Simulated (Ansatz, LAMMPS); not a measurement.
# Structural relaxation of ionic liquid EMIM+ methanesulfonate with Li salt, from a frame at 450 K (144 atoms)

How does ionic liquid EMIM+ methanesulfonate with Li salt, from a frame at 450 K (144 atoms) relax, and what do bonds, charges and levels look like afterwards?

Calculated with Ansatz 0.2.0; Kohn-Sham DFT, LDA, PAW (set soft_2), plane waves.

Most raw output is cut from this account.

### Step 1. The starting structure

The cell holds 144 atoms: 36 C, 10 N, 73 H, 6 S, 18 O and 1 Li. Its edges and angles: a = 11.449 Å, b = 11.449 Å, c = 11.449 Å, α = 90.0°, β = 90.0°, γ = 90.0°. 5 EMIM+, 6 methanesulfonate, 1 Li+ placed at random, at 1.25 g/cm³; overlaps pushed apart, then 10 ps at 700 K with Joung-Cheatham ions (J. Phys. Chem. B 112, 9020 (2008)); MMFF94 bonds, angles, torsions, charges and radii (Halgren, J. Comput. Chem. 17, 490 (1996)) in harmonic and 12-6 forms; charges of ions scaled by 0.8. Snapshot after 30 ps at 450 K and fixed volume.

Before any run, some limits are plain. The network of contacts between molecules at the start is that of the classical potential that made the cell. The functional has no dispersion term, which matters for the binding between molecules or layers, where LDA binds through overlap of densities alone. The density was typed from a rule of thumb and may lie off the real one at this temperature. Only the Γ point is sampled, in a cell whose shortest periodic width is 11 Å.

### Step 2. Making the structure

A classical potential makes the cell, at a small fraction of what the same run would cost in DFT.

This step: classical MD, Joung-Cheatham ions (J. Phys. Chem. B 112, 9020 (2008)); MMFF94 bonds, angles, torsions, charges and radii (Halgren, J. Comput. Chem. 17, 490 (1996)) in harmonic and 12-6 forms; charges of ions scaled by 0.8 (LAMMPS 22 Jul 2025 - Update 4).

in.lmp reads:

```
# ionic liquid EMIM+ methanesulfonate with Li salt
units real
atom_style full
boundary p p p
bond_style harmonic
angle_style harmonic
dihedral_style opls
improper_style harmonic
special_bonds lj 0 0 0.5 coul 0 0 0.75
read_data data.lmp
neigh_modify delay 0 every 1 check yes one 4000
comm_modify cutoff 12.0
timestep 0.5
thermo_style custom step time temp pe press density
thermo_modify norm yes
# push overlapping molecules apart
pair_style soft 2.6
pair_coeff * * 0.0
variable a equal ramp(1,60)
fix ad all adapt 1 pair soft a * * v_a
velocity all create 700 233881 mom yes dist gaussian
fix lim all nve/limit 0.03
fix lan all langevin 700 700 50 233882 zero yes
thermo 1000
run 3000 post no
unfix ad
pair_style lj/cut/coul/long 9.0
pair_modify mix arithmetic tail yes
pair_coeff 1 1 0.0678 3.3680   # C
pair_coeff 2 2 0.0721 3.1460   # N
pair_coeff 3 3 0.0678 3.5860   # C
pair_coeff 4 4 0.0678 3.3270   # C
pair_coeff 5 5 0.0216 2.5400   # H
pair_coeff 6 6 0.2681 3.4180   # S
# [... 20 lines left out ...]
compute msd all msd com yes
thermo 7500
fix md all nvt temp 450 450 100
run 30000 post no
print "== T450: mean square displacement over the hold $(c_msd[4]:%.2f) A^2"
unfix md
uncompute msd
write_dump all custom T450.dump id type xs ys zs modify sort id
```

Started as:

```
lmp -in in.lmp -log none -nocite
```

Elapsed: 27 s, on 1 thread of Intel Xeon Platinum 8488C (Sapphire Rapids), shared host; peak memory 0.12 GiB.

The input also reads data.lmp (atoms, bonds and types; not printed here).

### Step 3. Single point at the start

A single point comes first, to see the forces before anything moves.

input.yaml reads:

```yaml
crystal:
  lattice:
    - [11.44905, 0.0, 0.0]
    - [0.0, 11.44905, 0.0]
    - [0.0, 0.0, 11.44905]
  atoms:
    - { symbol: C, position: [0.83358, 0.1394, 0.40925] }
    - { symbol: C, position: [0.71025, 0.14889, 0.35399] }
    - { symbol: "N", position: [0.63369, 0.0553, 0.36375] }
    - { symbol: C, position: [0.65883, 0.93818, 0.33901] }
    - { symbol: C, position: [0.56386, 0.8752, 0.38709] }
    - { symbol: "N", position: [0.49564, 0.95555, 0.44064] }
    - { symbol: C, position: [0.38959, 0.93595, 0.50858] }
    - { symbol: C, position: [0.53803, 0.06204, 0.42696] }
    - { symbol: H, position: [0.88461, 0.22065, 0.40209] }
    - { symbol: H, position: [0.82961, 0.12758, 0.50016] }
    - { symbol: H, position: [0.8954, 0.08096, 0.36258] }
    - { symbol: H, position: [0.72645, 0.16453, 0.2661] }
    - { symbol: H, position: [0.68347, 0.2288, 0.40372] }
    - { symbol: H, position: [0.74287, 0.91507, 0.30441] }
    - { symbol: H, position: [0.53525, 0.78691, 0.37531] }
    - { symbol: H, position: [0.33115, 0.88155, 0.45285] }
    - { symbol: H, position: [0.41355, 0.89614, 0.58855] }
    - { symbol: H, position: [0.34443, 0.01741, 0.51007] }
    - { symbol: H, position: [0.50255, 0.13708, 0.46088] }
    - { symbol: C, position: [0.52135, 0.42518, 0.11486] }
    - { symbol: C, position: [0.50277, 0.54814, 0.09209] }
    - { symbol: "N", position: [0.39684, 0.57096, 0.01949] }
    - { symbol: C, position: [0.30104, 0.63873, 0.05012] }
    - { symbol: C, position: [0.23805, 0.65218, 0.95148] }
    - { symbol: "N", position: [0.28035, 0.57067, 0.87284] }
    - { symbol: C, position: [0.24138, 0.54242, 0.7572] }
    - { symbol: C, position: [0.38382, 0.52376, 0.91292] }
    - { symbol: H, position: [0.53177, 0.38216, 0.03583] }
    - { symbol: H, position: [0.5931, 0.42241, 0.18038] }
    - { symbol: H, position: [0.44744, 0.39859, 0.15701] }
    - { symbol: H, position: [0.5686, 0.59465, 0.03928] }
    - { symbol: H, position: [0.50455, 0.6027, 0.1729] }
    [... 106 atom lines left out ...]
    - { symbol: O, position: [0.65825, 0.65789, 0.55962] }
    - { symbol: O, position: [0.72276, 0.46629, 0.48873] }
    - { symbol: H, position: [0.499, 0.51022, 0.64326] }
    - { symbol: H, position: [0.47459, 0.42587, 0.50568] }
    - { symbol: H, position: [0.42746, 0.56554, 0.51882] }
    - { symbol: Li, position: [0.17409, 0.96724, 0.96741] }
kpoints:
  mp_grid: { grid: [1, 1, 1] }
hamiltonian:
  xc: lda
scf:
  occupations: { method: fixed }
output:
  forces: true
  stress: true
  populations: true
  dos:
    method: { smearing: { sigma: 0.1 } }
    de: 0.1
    projected: { site_lists: { C: [C], H: [H], Li: [Li], "N": ["N"], O: [O] } }
  eigenvalues: true
```

Started as:

```
ansatz run input.yaml --threads 4 --pin off --max-ram 8192MiB --backend cpu --events-out ev --progress --plain --runs-dir out
```

Elapsed: 11 s, on 4 threads of Intel Xeon Platinum 8488C (Sapphire Rapids), shared host; peak memory 1.8 GiB.

Read from the output:

```yaml
free_energy: -29033.7861 eV
free_energy_per_atom: -201.6235 eV/atom
scf_cycles: 11
pressure: 1.261 GPa
r_m_s_force_component: 1.093 eV/Å
longest_force: 4.582 eV/Å
fermi_energy: 0.2379 eV
spacing_of_highest_filled_and_lowest_empty_level: 2.822 eV
spilling_of_the_projection: 0.01661
```

The r.m.s. force component of 1.1 eV/Å and the pressure of 1.3 GPa set the starting point.

Neighbours are counted within 1.34 Å (H-C), 1.85 Å (C-C), 1.79 Å (C-N), 2.21 Å (C-S), 1.88 Å (O-S), 2.38 Å (O-Li).

Length of the force by element and coordination:

```
element  coordination  atoms  mean length of the force (eV/Å)  spread  least   most
      C           all     36                             2.19   0.780  0.805   3.89
      C             3     15                             2.37   0.813   1.07   3.72
      C             4     21                             2.06   0.729  0.805   3.89
      H           all     73                             1.20   0.669  0.161   3.29
     Li           all      1                            0.369       0  0.369  0.369
      N           all     10                             2.05   0.968  0.904   3.89
      O           all     18                             1.77   0.833  0.608   3.04
      O             1     14                             1.75   0.830  0.714   3.04
      O             2      4                             1.83   0.841  0.608   2.89
      S           all      6                             3.13   0.811   2.22   4.58
```

### Step 4. Relaxation

With the cell held, the atoms are moved downhill towards a nearby minimum.

input.yaml, the sections that differ from step 3:

```yaml
output:
  forces: true
relax:
  f_tol: 0.05
  max_steps: 200
# crystal, kpoints, hamiltonian, scf: as in step 3
```

It took 4.1 min on 4 threads; peak memory 1.6 GiB; 15 min of CPU time.

The steps of the relaxation (22 of 55):

```
step  energy less that of the first step (eV)  largest force component (eV/Å)
   1                                   0.0000                          3.7669
   4                                  -7.7975                          0.4570
   6                                  -8.3680                          0.3653
   9                                  -8.9125                          0.5503
  11                                  -9.1665                          0.3445
  14                                  -9.3872                          0.4650
  16                                  -9.5018                          0.3010
  19                                  -9.6129                          0.2682
  22                                  -9.6611                          0.2613
  24                                  -9.6820                          0.4277
  27                                  -9.7200                          0.5064
  29                                  -9.7429                          0.3351
  32                                  -9.7707                          0.1244
  34                                  -9.7898                          0.1318
  37                                  -9.8124                          0.1555
  40                                  -9.8288                          0.1181
  42                                  -9.8361                          0.1627
  45                                  -9.8451                          0.1506
  47                                  -9.8500                          0.1103
  50                                  -9.8570                          0.0860
  52                                  -9.8595                          0.1009
  55                                  -9.8616                          0.0484
```

The atoms that moved most (Å):

```
atom      dx      dy      dz  length
 H87  -0.185  -0.101   2.914   2.922
 H86  -0.080  -0.033   2.915   2.916
 H89  -1.168   1.196   2.207   2.769
 H90  -1.507   1.524   1.546   2.642
 C77  -0.382  -0.256   2.496   2.538
 H85  -0.454  -1.184   2.118   2.468
 H91  -1.673   1.667  -0.233   2.373
H141   0.423  -1.738  -1.520   2.347
```

The relaxation changed the energy by -68.5 meV/atom, and atoms moved by 1.2 Å r.m.s., 2.9 Å at most.

### Step 5. Structure statistics after relaxation

Density 1.25 g/cm³, 10.42 Å³ an atom.

Pair distribution functions g(r), in bins of 0.2 Å:

```
r (Å)  total   H-H    H-C   H-O   H-N   H-S  H-Li
 1.00   0.74  0.00   2.95  0.00  0.00  0.00  0.00
 1.20   2.64  0.00  10.40  0.00  0.00  0.00  0.00
 1.40   1.59  0.00   0.00  0.00  0.00  0.00  0.00
 1.60   0.07  0.00   0.00  0.00  0.00  0.00  0.00
 1.80   1.10  3.67   0.00  0.27  0.00  0.00  0.00
 2.00   0.44  0.11   0.00  0.68  3.99  0.00  0.00
 2.20   1.31  0.27   1.67  1.77  4.23  0.00  0.00
 2.40   1.03  1.21   0.04  1.29  0.00  4.42  0.00
 2.60   0.66  0.98   0.53  0.54  0.13  0.00  0.00
 2.80   1.07  1.00   1.36  2.35  1.50  0.86  1.06
 3.00   0.80  1.25   0.83  0.61  0.18  1.67  1.88
 3.20   1.02  0.59   1.36  0.83  1.40  1.73  3.23
 3.40   0.76  0.68   1.02  0.79  0.78  1.18  0.72
 3.60   1.00  0.90   0.83  1.52  0.43  0.85  0.00
 3.80   0.99  1.20   0.69  1.25  0.74  1.14  1.10
 4.00   0.99  0.97   1.06  1.24  0.97  0.59  2.07
 4.20   1.11  1.14   1.10  1.18  1.27  1.24  0.00
 4.40   0.86  0.71   0.92  0.78  0.88  1.06  0.86
 4.60   1.05  1.02   1.19  0.92  0.93  0.84  2.29
 4.80   1.00  1.09   1.02  0.90  1.28  0.94  0.37
 5.00   0.99  1.12   0.98  0.80  0.69  1.26  0.67
 5.20   1.00  1.02   0.91  0.67  0.94  0.91  0.61
 5.40   1.06  1.18   0.98  0.84  0.90  0.74  0.86
 5.60   1.08  0.97   1.23  0.88  1.15  0.95  1.82
```

(Part 1 of 2 ends here.)

[Logs are printed without paths, hosts, clocks, repeated set-up lines and the standing remarks that a program may print on its own settings, such as how far it seeks lower states.]

[Hosts, paths, dates, database ids (printed as entryN), source tags and the programs' standing remarks are cut or masked in the printed files.]

[The MMFF94 radii named for the starting cell were scaled by 0.96; in molecules described by MMFF94, hydrogen bound to N, O or S took a small fixed 12-6 site in their place.]
